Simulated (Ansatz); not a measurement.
An input for Ansatz 0.2.0 (ScBiO3 (C2/c)):

```yaml
crystal:
  lattice:
    - [4.990429, -2.946812, 0.0]
    - [4.990429, 2.946812, 0.0]
    - [-3.288007, 0.0, 9.594851]
  atoms:
    - { symbol: Sc, position: [0.5, 0.0, 0.0] }
    - { symbol: Sc, position: [0.7467744295, 0.2532255705, 0.75] }
    - { symbol: Sc, position: [0.0, 0.5, 0.5] }
    - { symbol: Sc, position: [0.2532255705, 0.7467744295, 0.25] }
    - { symbol: Bi, position: [0.3068079702, 0.9668261159, 0.6377382856] }
    - { symbol: Bi, position: [0.9668261159, 0.3068079702, 0.1377382856] }
    - { symbol: Bi, position: [0.6931920298, 0.0331738841, 0.3622617144] }
    - { symbol: Bi, position: [0.0331738841, 0.6931920298, 0.8622617144] }
    - { symbol: O, position: [0.1733092497, 0.1188896856, 0.8377623058] }
    - { symbol: O, position: [0.7310255316, 0.1042719339, 0.9161184122] }
    - { symbol: O, position: [0.6309143319, 0.687847841, 0.3621311594] }
    - { symbol: O, position: [0.8811103144, 0.8266907503, 0.6622376942] }
    - { symbol: O, position: [0.312152159, 0.3690856681, 0.1378688406] }
    - { symbol: O, position: [0.3690856681, 0.312152159, 0.6378688406] }
    - { symbol: O, position: [0.1042719339, 0.7310255316, 0.4161184122] }
    - { symbol: O, position: [0.8957280661, 0.2689744684, 0.5838815878] }
    - { symbol: O, position: [0.8266907503, 0.8811103144, 0.1622376942] }
    - { symbol: O, position: [0.687847841, 0.6309143319, 0.8621311594] }
    - { symbol: O, position: [0.2689744684, 0.8957280661, 0.0838815878] }
    - { symbol: O, position: [0.1188896856, 0.1733092497, 0.3377623058] }
kpoints:
  mp_grid: { grid: [2, 2, 2] }
  band_path:
    path:
      - [0.0, 0.0, 0.0]
      - [-0.34740707, 0.34740707, 0.0]
      - [-0.65259293, -0.34740707, 0.0]
      - [-0.5, -0.5, 0.0]
      - [-0.5, -0.5, 0.5]
      - [-0.68366665, -0.31633335, 0.5]
      - [-0.31633335, 0.31633335, 0.5]
      - [0.0, 0.0, 0.5]
      - [-0.5, 0.0, 0.5]
      - [-0.530518586, -0.469481414, 0.0]
    npoints: 1
hamiltonian:
  xc: hse06
  pseudopotentials: { kind: paw_fr, azcp: { folder: soft_1 } }
scf:
  occupations: { method: fixed }
  n_extra_bands: 20
magnetization:
  noncollinear: true
  spin_orbit: true
output:
  eigenvalues: true
```

```sh
ansatz run input.yaml --threads 24 --pin off --max-ram 82944MiB --backend cuda --events-out ev --progress --plain --runs-dir out --devices 1 --max-vram 78GiB
```

**Question.** How long will it take on 1 × NVIDIA GB200 (shared by 2 runs) with 24 threads of Arm Neoverse V2, shared host, and how much memory?

It took 35 s; on shared hardware allow 18 s to 71 s. Peak host memory was 3.4 GiB. The sizes that set the cost: 5505 plane waves a state, 6 irreducible k points and 18 SCF cycles.

Exact exchange couples every pair of k points and filled bands, so it costs far more than a semilocal run.

[Paths, hosts, dates, memory and timing lines, banners, echoed tables and standing remarks are left out of the program output.]

[Logs are printed without paths, hosts, clocks, repeated set-up lines and the standing remarks that a program may print on its own settings, such as how far it seeks lower states.]

[Runs of the session that timed out or met a known fault of the program may be left out.]

[Cells called generated may have been cut or substituted from an entry of the Crystallography Open Database or the Materials Project.]

[Hosts, paths, dates, database ids (printed as entryN), source tags and the programs' standing remarks are cut or masked in the printed files.]
